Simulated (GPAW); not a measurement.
# Collinear magnetic orders of Fe4 MgO5 Fe4 001 with GPAW

Aim: find out whether Fe4 MgO5 Fe4 001 carries moments, and which collinear order costs least.

Program: GPAW 26.7.0. Level of theory: PBE; plane waves with GPAW's PAW setups, scalar-relativistic. Results are calculated unless marked as measured.

## (1) The structure

The cell holds 18 atoms: 8 Fe, 5 Mg and 5 O. Its edges and angles: a = 2.978 Å, b = 2.978 Å, c = 32.707 Å, α = 90.0°, β = 90.0°, γ = 90.0°. metal(001) layers on top of O at 2.15 A, MgO layers 2.106 A apart, unrelaxed, 12 A of vacuum. Vacuum lies along c.

## (2) Order 1, typed as ferro ++++++++

Parallel moments need no larger cell; this start tests for a ferromagnetic state only.

Contents of order1.py:

```python
import json
import numpy as np
from ase import Atoms
from ase.parallel import paropen, parprint
from gpaw import GPAW

atoms = Atoms(['Fe', 'Fe', 'Fe', 'Fe', 'Mg', 'O', 'Mg', 'O', 'Mg', 'O', 'Mg', 'O', 'Mg', 'O', 'Fe', 'Fe', 'Fe', 'Fe'],
    cell=[[2.978, 0.0, 0.0],
         [0.0, 2.978, 0.0],
         [0.0, 0.0, 32.707326]],
    scaled_positions=[[0.0, 0.0, 0.183445],
         [0.5, 0.5, 0.224126],
         [0.0, 0.0, 0.264806],
         [0.5, 0.5, 0.305487],
         [0.0, 0.0, 0.371222],
         [0.5, 0.5, 0.371222],
         [0.5, 0.5, 0.435611],
         [0.0, 0.0, 0.435611],
         [0.0, 0.0, 0.5],
         [0.5, 0.5, 0.5],
         [0.5, 0.5, 0.564389],
         [0.0, 0.0, 0.564389],
         [0.0, 0.0, 0.628778],
         [0.5, 0.5, 0.628778],
         [0.5, 0.5, 0.694513],
         [0.0, 0.0, 0.735194],
         [0.5, 0.5, 0.775874],
         [0.0, 0.0, 0.816555]],
    pbc=True,
    magmoms=[2.6, 2.6, 2.6, 2.6, 0.0, 0.0, 0.0, 0.0, 0.0, 0.0, 0.0, 0.0, 0.0, 0.0, 2.6, 2.6, 2.6, 2.6])
atoms.calc = GPAW(mode={'name': 'pw', 'ecut': 600},
    xc='PBE',
    kpts={'size': (16, 16, 1), 'gamma': True},
    occupations={'name': 'fermi-dirac', 'width': 0.05},
    convergence={'density': 1e-05, 'energy': 1e-05},
    maxiter=200,
    mixer={'name': 'pulay', 'beta': 0.03, 'nmaxold': 8, 'weight': 100},
    symmetry={'tolerance': 1e-4},
    txt='order1.txt')
e = atoms.get_potential_energy(force_consistent=True)
res = {'free_energy': e, 'energy_sigma0': atoms.get_potential_energy(), 'fermi_energy': atoms.calc.get_fermi_level()}
res['moments'] = atoms.get_magnetic_moments().tolist()
res['total'] = atoms.get_magnetic_moment()
parprint('site moments (muB):', np.round(res['moments'], 3))
parprint(f"total moment: {res['total']:.3f} muB")
parprint(f'free energy: {e:.6f} eV')
atoms.calc.write('order1.gpw')
with paropen('results.json', 'w') as f:
    json.dump(res, f)
```

Run with:

```
OMP_NUM_THREADS=1 mpirun -n 8 gpaw python order1.py > order1.log
```

Log:

```text
site moments (muB): [ 2.939e+00  2.427e+00  2.545e+00  2.761e+00 -9.000e-03  1.700e-02
  1.000e-03  1.000e-03  0.000e+00  0.000e+00  1.000e-03  1.000e-03
 -9.000e-03  1.700e-02  2.761e+00  2.545e+00  2.427e+00  2.939e+00]
total moment: 21.586 muB
free energy: -127.628859 eV

--- order1.txt ---
Input parameters:
  mode=PW(ecut=600),
  convergence={'density': 1e-05, 'energy': 1e-05},
  kpts=MonkhorstPack(size=(16, 16, 1), gamma=True),
  maxiter=200,
  mixer=Pulay(name='pulay', nmaxold=8, beta=0.03, weight=100, sigma=0.015, g_ss=None),
  occupations=Occupations(name='fermi-dirac', width=0.05),
  symmetry=Symmetry(tolerance=0.0001),
  xc=XC(name='PBE')

Diagonalizing LCAO Hamiltonian
Converting LCAO to pw mode
   .------.
  /|      |
 * |      |
 | |      |
 | |      |
 | |      |
 | |      |
 | |      |
 | |      |
 Fe|      |
 | |  Fe  |
 | |      |
 | |      |
 Fe|  Fe  |
 | |      |
 | |      |
 | |  O   |
 Mg|      |
 | |  Mg  |
 O |      |
 | |      |
 | |  O   |
 Mg|      |
 | |      |
 | |  Mg  |
 O |      |
 | |  O   |
 Mg|      |
 | |      |
 | |  Fe  |
 | |      |
 Fe|      |
 | |  Fe  |
 | |      |
 | |      |
 Fe|      |
 | |      |
 | |      |
 | |      |
 | |      |
 | .------.
 |/      /
 *------*

Atoms  # Å, Bohr magnetons
|    | symbol |        x |        y |         z |    initial magnetic moments |
|----|--------|----------|----------|-----------|-----------------------------|
|  0 |     Fe | 0.000000 | 0.000000 |  5.999995 | ( 0.0000,  0.0000,  2.6000) |
|  1 |     Fe | 1.489000 | 1.489000 |  7.330562 | ( 0.0000,  0.0000,  2.6000) |
|  2 |     Fe | 0.000000 | 0.000000 |  8.661096 | ( 0.0000,  0.0000,  2.6000) |
|  3 |     Fe | 1.489000 | 1.489000 |  9.991663 | ( 0.0000,  0.0000,  2.6000) |
|  4 |     Mg | 0.000000 | 0.000000 | 12.141679 | ( 0.0000,  0.0000,  0.0000) |
|  5 |      O | 1.489000 | 1.489000 | 12.141679 | ( 0.0000,  0.0000,  0.0000) |
|  6 |     Mg | 1.489000 | 1.489000 | 14.247671 | ( 0.0000,  0.0000,  0.0000) |
|  7 |      O | 0.000000 | 0.000000 | 14.247671 | ( 0.0000,  0.0000,  0.0000) |
|  8 |     Mg | 0.000000 | 0.000000 | 16.353663 | ( 0.0000,  0.0000,  0.0000) |
|  9 |      O | 1.489000 | 1.489000 | 16.353663 | ( 0.0000,  0.0000,  0.0000) |
| 10 |     Mg | 1.489000 | 1.489000 | 18.459655 | ( 0.0000,  0.0000,  0.0000) |
| 11 |      O | 0.000000 | 0.000000 | 18.459655 | ( 0.0000,  0.0000,  0.0000) |
| 12 |     Mg | 0.000000 | 0.000000 | 20.565647 | ( 0.0000,  0.0000,  0.0000) |
| 13 |      O | 1.489000 | 1.489000 | 20.565647 | ( 0.0000,  0.0000,  0.0000) |
| 14 |     Fe | 1.489000 | 1.489000 | 22.715663 | ( 0.0000,  0.0000,  2.6000) |
| 15 |     Fe | 0.000000 | 0.000000 | 24.046230 | ( 0.0000,  0.0000,  2.6000) |
| 16 |     Fe | 1.489000 | 1.489000 | 25.376764 | ( 0.0000,  0.0000,  2.6000) |
| 17 |     Fe | 0.000000 | 0.000000 | 26.707331 | ( 0.0000,  0.0000,  2.6000) |

Unit cell  # Å
| periodic |        x |        y |         z |   lengths |    angles |
|----------|----------|----------|-----------|-----------|-----------|
|      yes | 2.978000 | 0.000000 |  0.000000 |  2.978000 | 90.000000 |
|      yes | 0.000000 | 2.978000 |  0.000000 |  2.978000 | 90.000000 |
|      yes | 0.000000 | 0.000000 | 32.707326 | 32.707326 | 90.000000 |

Number of symmetries: 16

BZ-sampling:
  Number of BZ points: 256
  Number of IBZ points: 45

  Monkhorst-Pack size: [16, 16, 1]
  Monkhorst-Pack shift: [0.03125, 0.03125, 0.0]

K-points  # in reciprocal-cell coordinates
|     |                                coordinates |     weight |
|-----|--------------------------------------------|------------|
|   0 | (  0.00000000,   0.00000000,   0.00000000) | 0.00390625 |
|   1 | (  0.06250000,   0.00000000,   0.00000000) | 0.01562500 |
|   2 | (  0.06250000,   0.06250000,   0.00000000) | 0.01562500 |
|   3 | (  0.12500000,   0.00000000,   0.00000000) | 0.01562500 |
|   4 | (  0.12500000,   0.06250000,   0.00000000) | 0.03125000 |
|   5 | (  0.12500000,   0.12500000,   0.00000000) | 0.01562500 |
|   6 | (  0.18750000,   0.00000000,   0.00000000) | 0.01562500 |
|   7 | (  0.18750000,   0.06250000,   0.00000000) | 0.03125000 |
|   8 | (  0.18750000,   0.12500000,   0.00000000) | 0.03125000 |
|   9 | (  0.18750000,   0.18750000,   0.00000000) | 0.01562500 |
| ... |                                            |            |
|  44 | (  0.50000000,   0.50000000,   0.00000000) | 0.00390625 |

Plane wave coefficients: 9768
Cutoff: 600.0 eV

Spin-components: 2 (collinear spins)
Bands:           103
Projectors:      98
Spin-degeneracy: 1
Datatype:        complex128

Parallelization:
  kpt:    8
  domain: 1
  band:   1

Density:
  Valence electrons: 144.0
  Components: 2
  Grid points: [ 18  18 189]
  Charge: 0.0  # |e|

Potential:
  Grid points: [ 18  18 189]

species:
  Fe:
    name:    Iron
    Z:       26.0
    valence: 8
    core:    18
    charge:  0.0  # [|e|]
    compensation charges:
      type: gauss
      rc: 0.33  # [Å]
      lmax: 2
    cutoffs:
      filter: 2.06  # [Å]
      core: 2.67  # [Å]
    projectors
    | kind |    occ | energy [eV] | rcut [Å] |
    |------|--------|-------------|----------|
    |   4s |  2.000 |      -5.291 |    1.164 |
    |   4p |  0.000 |      -1.326 |    1.058 |
    |   3d |  6.000 |      -7.505 |    1.058 |
    |    s |        |      21.920 |    1.164 |
    |    p |        |      25.885 |    1.058 |
    |    d |        |      19.706 |    1.058 |

    Using partial waves for Fe as LCAO basis

  Mg:
    name:    Magnesium
    Z:       12.0
    valence: 10
    core:    2
    charge:  0.0  # [|e|]
    compensation charges:
      type: gauss
      rc: 0.33  # [Å]
      lmax: 2
    cutoffs:
      filter: 1.86  # [Å]
      core: 0.54  # [Å]
    projectors
    | kind |    occ | energy [eV] | rcut [Å] |
    |------|--------|-------------|----------|
    |   2s |  2.000 |     -79.840 |    1.090 |
    |   3s |  2.000 |      -4.705 |    1.090 |
    |   2p |  6.000 |     -46.613 |    1.085 |
    |   3p |  0.000 |      -1.330 |    1.085 |
    |    d |        |       0.000 |    1.037 |

    Using partial waves for Mg as LCAO basis

  O:
    name:    Oxygen
    Z:       8.0
    valence: 6
    core:    2
    charge:  0.0  # [|e|]
    compensation charges:
      type: gauss
      rc: 0.21  # [Å]
      lmax: 2
    cutoffs:
      filter: 1.17  # [Å]
      core: 0.83  # [Å]
    projectors
    | kind |    occ | energy [eV] | rcut [Å] |
    |------|--------|-------------|----------|
    |   2s |  2.000 |     -23.961 |    0.688 |
    |   2p |  4.000 |      -9.029 |    0.598 |
    |    s |        |       3.251 |    0.688 |
    |    p |        |      18.182 |    0.598 |
    |    d |        |       0.000 |    0.619 |

    Using partial waves for O as LCAO basis

Reference energy: -314408.122748  # eV

eigensolver:
  PPCG
  Converge bands: occupied
  niter=2

density mixing:
  Pulay-Mixer
  Linear mixing parameters: 0.03
  Old densities: 8
  Fourier metric: weight=100, sigma=0.015

occupation numbers:
  Fermi-Dirac:
    width: 0.0500  # eV

poisson solver:
  ecut: 4800.0  # eV

xc functional:
  name: PBE with 2 nearest neighbor stencil

convergence criteria:
- Maximum integral of absolute [dens]ity change: 1e-05 electrons / valence electron
- Maximum [total energy] change in last 3 cyles: 1e-05 eV / valence electron
- Maximum integral of absolute [eigenst]ate change: 4e-08 eV^2 / valence electron
maximum number of iterations: 200

SCF iterations
|iter     |      energy | eigst |  dens |  magmom |
|---------|-------------|-------|-------|---------|
|iter:   1|       0s | -135.689397 | +0.61 |       | +20.8373|
|iter:   2|      28s | -133.524245 | -0.78 | -0.87 | +20.8576|
|iter:   3|      56s | -132.357463 | -1.37 | -0.96 | +20.8697|
|iter:   4|      84s | -131.226580 | -1.63 | -0.99 | +20.8773|
|iter:   5|     112s | -127.140671 | +0.04 | -1.02 | +20.9475|
|iter:   6|     139s | -127.077575 | -1.67 | -1.23 | +20.9503|
|iter:   7|     166s | -127.026610 | -2.44 | -1.28 | +20.9912|
|iter:   8|     194s | -127.211594 | -1.95 | -1.34 | +21.1037|
|iter:   9|     223s | -127.362809 | -1.68 | -1.42 | +21.1420|
|iter:  10|     252s | -127.462574 | -1.87 | -1.48 | +21.2591|
[... 26 iterations left out ...]
|iter:  37|     978s | -127.583556c| -7.67c| -4.37 | +21.5866|
|iter:  38|     992s | -127.583557c| -7.72c| -4.41 | +21.5865|
|iter:  39|    1006s | -127.583557c| -7.80c| -4.49 | +21.5863|
|iter:  40|    1020s | -127.583556c| -7.93c| -4.63 | +21.5862|
|iter:  41|    1034s | -127.583557c| -7.60c| -4.69 | +21.5862|
|iter:  42|    1048s | -127.583558c| -7.84c| -4.91 | +21.5862|
|iter:  43|    1061s | -127.583559c| -8.25c| -4.97 | +21.5863|
|iter:  44|    1075s | -127.583559c| -8.30c| -4.98 | +21.5863|
|iter:  45|    1089s | -127.583558c| -8.74c| -4.98 | +21.5863|
|iter:  46|    1103s | -127.583558c| -8.69c| -5.01c| +21.5863|

Converged in 46 steps
Energy contributions relative to reference atoms: (reference = -314408.122748)

Energy contributions:
  Kinetic:         130.410525
  Coulomb:        -108.410807
  Zero:              0.862030
  External:          0.000000
  Xc:             -150.400006
  Entropy:          -0.090602
  Spinorbit:         0.000000
  ----------------------------
  Free energy:    -127.628859
  Extrapolated:   -127.583558

dipole moment: (-58.518022, -58.518022, -0.001269)  # |e|*Ang

Total magnetic moment: (0.000000, 0.000000, 21.586305)

Local magnetic moments
|        x |        y |         z |
|----------|----------|-----------|
| 0.000000 | 0.000000 |  2.938881 |  # Fe   0
| 0.000000 | 0.000000 |  2.426623 |  # Fe   1
| 0.000000 | 0.000000 |  2.544896 |  # Fe   2
| 0.000000 | 0.000000 |  2.761157 |  # Fe   3
| 0.000000 | 0.000000 | -0.008925 |  # Mg   4
| 0.000000 | 0.000000 |  0.017034 |  # O    5
| 0.000000 | 0.000000 |  0.001260 |  # Mg   6
| 0.000000 | 0.000000 |  0.000723 |  # O    7
| 0.000000 | 0.000000 |  0.000079 |  # Mg   8
| 0.000000 | 0.000000 |  0.000045 |  # O    9
| 0.000000 | 0.000000 |  0.001260 |  # Mg  10
| 0.000000 | 0.000000 |  0.000723 |  # O   11
| 0.000000 | 0.000000 | -0.008925 |  # Mg  12
| 0.000000 | 0.000000 |  0.017034 |  # O   13
| 0.000000 | 0.000000 |  2.761157 |  # Fe  14
| 0.000000 | 0.000000 |  2.544896 |  # Fe  15
| 0.000000 | 0.000000 |  2.426623 |  # Fe  16
| 0.000000 | 0.000000 |  2.938881 |  # Fe  17

Fermi level: 4.812
Eigenvalues  # (at kpt = [0.000, 0.000, 0.000])
| band index |      eig [eV] | occ [0-1] |      eig [eV] | occ [0-1] |
|------------|---------------|-----------|---------------|-----------|
|          0 |       -71.406 |     1.000 |       -71.405 |     1.000 |
|        ... |               |           |               |           |
|         65 |         2.804 |     1.000 |         5.142 |     0.001 |
|         66 |         2.804 |     1.000 |         5.209 |     0.000 |
|         67 |         2.804 |     1.000 |         5.209 |     0.000 |
|         68 |         2.826 |     1.000 |         5.456 |     0.000 |
|         69 |         2.826 |     1.000 |         5.456 |     0.000 |
|         70 |         2.863 |     1.000 |         5.456 |     0.000 |
|         71 |         2.864 |     1.000 |         5.456 |     0.000 |
|         72 |         3.429 |     1.000 |         5.701 |     0.000 |
|         73 |         3.429 |     1.000 |         6.138 |     0.000 |
|         74 |         3.687 |     1.000 |         6.211 |     0.000 |
|         75 |         3.705 |     1.000 |         6.211 |     0.000 |
|         76 |         3.705 |     1.000 |         6.448 |     0.000 |
|         77 |         3.705 |     1.000 |         6.448 |     0.000 |
|         78 |         3.968 |     1.000 |         6.560 |     0.000 |
|         79 |         3.968 |     1.000 |         6.593 |     0.000 |
|         80 |         3.968 |     1.000 |         6.593 |     0.000 |
|        ... |               |           |               |           |
|        102 |        16.465 |     0.000 |        14.483 |     0.000 |

No gap
No difference between direct/indirect transitions
```

Elapsed: 19 min, on 8 MPI ranks of Arm Neoverse V2, shared host; peak memory 4.4 GiB; 2.5 h of CPU time.

Spin moment in the augmentation sphere by atom:

| atom | spin moment in the augmentation sphere (μB) |
| --- | --- |
| Fe1 | 2.94 |
| Fe2 | 2.43 |
| Fe3 | 2.54 |
| Fe4 | 2.76 |
| Mg5 | -0.01 |
| O6 | 0.02 |
| Mg7 | 0.00 |
| O8 | 0.00 |
| Mg9 | 0.00 |
| O10 | 0.00 |
| Mg11 | 0.00 |
| O12 | 0.00 |
| Mg13 | -0.01 |
| O14 | 0.02 |
| Fe15 | 2.76 |
| Fe16 | 2.54 |
| Fe17 | 2.43 |
| Fe18 | 2.94 |

Read from the output:

```
magnetization : 21.59 μB
final state   : ferromagnetic
```

After 46 cycles the largest moment stands at 2.94 μB.

[end of part 1 of 2]

[Logs and program files are shortened in this print: banners, set-up blocks, solver, clock and traceback lines can be left out without a mark of their own.]

[Logs are printed without paths, hosts, clocks, repeated set-up lines and the standing remarks that a program may print on its own settings, such as how far it seeks lower states.]

[Hosts, paths, dates, database ids (printed as entryN), source tags and the programs' standing remarks are cut or masked in the printed files.]

[Where a cell is said to come from a database of computed structures, the database is the Materials Project.]
